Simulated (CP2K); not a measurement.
Two runs for the O K edge of fluorocarbonylacetaldehyde. Run A: CP2K XAS_TDP, all-electron GAPW, PBEh(45%), aug-cc-pVDZ, TDA, no relativity. Run B differs in one setting.

First lines with a strength over 0.0015. A:

```csv
atom,energy (eV),states,"strength, one atom"
O1 (bonded to C),526.39,1,0.0476
,532.98,1,0.0016
,534.15,1,0.0063
,535.07,1,0.0022
,535.19,1,0.0058
O5 (bonded to C),527.26,1,0.0439
,533.61,1,0.0045
,534.01,1,0.0058
,534.18,1,0.0019
,534.45,1,0.0018
```

B:

```csv
atom,energy (eV),states,"strength, one atom"
O1 (bonded to C),531.46,1,0.0471
,538.05,1,0.0015
,539.22,1,0.0062
,540.14,1,0.0022
,540.26,1,0.0058
O5 (bonded to C),532.48,1,0.0435
,538.82,1,0.0045
,539.23,1,0.0057
,539.39,1,0.0019
,539.67,1,0.0018
```

Question: Which was it: the basis, GW2X switched on, scalar relativity switched on, the functional?

GW2X switched on. GW2X shifts an atom's lines together and keeps their spacings. Against PBEh(45%) in aug-cc-pVDZ, the leading lines move by +5.07 eV (O1, to 531.46) and +5.22 eV (O5, to 532.48).

[Banner, clock and machine lines of the logs are left out without a mark of their own.]

[Logs are printed without paths, hosts, clocks, repeated set-up lines and the standing remarks that a program may print on its own settings, such as how far it seeks lower states.]

[Hosts, paths, dates, database ids (printed as entryN), source tags and the programs' standing remarks are cut or masked in the printed files.]
